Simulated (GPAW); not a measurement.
**BP (F-43m): refractive index against wavelength**

The refractive index of BP (F-43m) below the direct gap (3.41 eV on the mesh) is read from one computed spectrum, n = √(Re ε).

The structure is cubic, space group F-43m (No. 216). Conventional cell: a = 4.538 Å, b = 4.538 Å, c = 4.538 Å, α = 90.00°, β = 90.00°, γ = 90.00°. Around P on site c lie 4 B at 1.97 Å. B on site a has 4 P at 1.97 Å as nearest neighbours.

Method: GPAW 26.7.0, PBE, RPA, k-mesh 13×13×13, local fields up to 60 eV, Lorentzian half width 0.15 eV.

Launch of the response step: `OMP_NUM_THREADS=1 python df.py`. The run took 32 s, its band step included, on 1 thread of Arm Neoverse V2, with other jobs on the host.

| wavelength (nm) | photon energy E (eV) | n |
| --- | --- | --- |
| 1550 | 0.800 | 2.9959 |
| 1310 | 0.946 | 3.0059 |
| 1064 | 1.165 | 3.0245 |
| 850 | 1.459 | 3.0567 |
| 700 | 1.771 | 3.1015 |
| 633 | 1.959 | ? |
| 532 | 2.331 | 3.2173 |

In the single-oscillator model n² − 1 = E₀E_d/(E₀² − E²), so 1/(n² − 1) = E₀/E_d − E²/(E₀E_d) is linear in E².

Working, on the rows shown:

| x = E² (eV²) | y = 1/(n² − 1) |
| --- | --- |
| 0.639837 | 0.125385 |
| 0.895757 | 0.124449 |
| 1.35784 | 0.122736 |
| 2.12762 | 0.119855 |
| 3.13716 | 0.116019 |
| 5.43137 | 0.10694 |

Means: x̄ = 2.2649, ȳ = 0.11923. Σ(x − x̄)(y − ȳ) = -0.06213, Σ(x − x̄)² = 16.14. Slope = -0.06213 / 16.14 = -0.003848; intercept = ȳ − slope · x̄ = 0.12795. Turned back into n, the line misses the rows shown by at most 0.0017.

**Question.** Fill in the last column of the withheld row.

**Answer.** At x = 3.8364 the line gives y = 0.11318, that is 3.1361. The run gave 3.1346, so the interpolation is off by 0.0015, 0.7 % of the range in the table.

Refitted with all rows, the slope is -0.003839 and the intercept 0.12794. These give E₀ = √(intercept/−slope) = 5.77 eV and E_d = E₀/intercept = 45.1 eV; E₀ is 1.7 times the direct gap. The electronic limit at long wavelengths, without lattice vibrations, is n = √(1 + 1/intercept) = 2.969. Excitons are left out; PBE gaps are as a rule too small. The values come from a sum over the points of one k-mesh and carry its error, which grows as the direct gap shrinks. The local-field cutoff holds few shells of reciprocal vectors for this small cell, so ε∞ can read a few per cent high.
